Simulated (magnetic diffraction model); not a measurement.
**Magnetic neutron pattern of CsCeTl2Br6**

Space group Fm-3m (no. 225), a = 11.8500 Å.

| site | atom | x | y | z |
| --- | --- | --- | --- | --- |
| 8c | Tl | 1/4 | 3/4 | 3/4 |
| 4a | Ce | 0 | 0 | 0 |
| 4b | Cs | 1/2 | 0 | 0 |
| 24e | Br | 0 | 0 | 0.7510 |

The compound is invented for this exercise: a known structure type with other elements, its cell scaled to their sizes and not relaxed.

Only Ce is taken to order (form factors of Ce3+); orders and moment sizes are assumed, and not adapted to the symmetry. Radiation: neutrons of λ = 2.567 Å, 5° to 90°; isotropic B of 0.26 Å² (Tl), 0.28 Å² (Ce), 0.42 Å² (Cs) and 0.33 Å² (Br). Simulated constant-wavelength pattern: nuclear and magnetic terms add, the magnetic one as |2.695 fm × Σ f S⊥ exp(2πi Q·r) exp(−B s²)|², summed over all Q at one angle with the factor 1/(sin²θ cos θ). For collinear order S is the moment m, which repeats by lattice and centring translations R with the sign exp(−2πi k·R). Free-ion form factors, Sears's scattering lengths of 1992, no absorption; a label names one of the reflections at its angle. The strongest nuclear line in the range is 100, and lines under 0.2 are left out.

Assume the order k = (0 1 0), collinear moments along [100], 1.02 μB on Ce.

Predict the pattern, nuclear and magnetic parts apart.

| 2θ (°) | index | nuclear | magnetic |
| --- | --- | --- | --- |
| 12.44 | (0 1 0) | 0.0 | 0.7 |
| 17.62 | (1 0 1) | 0.0 | 0.3 |
| 25.02 | (2 0 0) | 2.8 | 0.0 |
| 28.03 | (2 1 0) | 0.0 | 0.3 |
| 30.77 | (1 2 1) | 0.0 | 0.4 |
| 35.68 | (2 2 0) | 14.7 | 0.0 |
| 37.92 | (2 1 2) | 0.0 | 0.2 |
| 44.07 | (2 2 2) | 76.2 | 0.0 |
| 47.82 | (3 2 1) | 0.0 | 0.2 |
| 51.35 | (4 0 0) | 89.3 | 0.0 |
| 57.95 | (4 2 0) | 2.4 | 0.0 |
| 64.09 | (4 2 2) | 10.8 | 0.0 |
| 75.57 | (4 4 0) | 100.0 | 0.0 |
| 81.06 | (6 0 0) | 1.9 | 0.0 |
| 86.47 | (6 2 0) | 7.5 | 0.0 |

The strongest magnetic line in the range is (0 1 0) at 12.44° (0.7). On top of the Lorentz factor, which all lines share, magnetic lines fade with angle because f falls: for Ce3+ it is 0.96, 0.86, 0.71 and 0.43 at sin θ/λ = 0.1, 0.2, 0.3 and 0.5 Å⁻¹, while nuclear lengths stay constant. The order has no net moment.
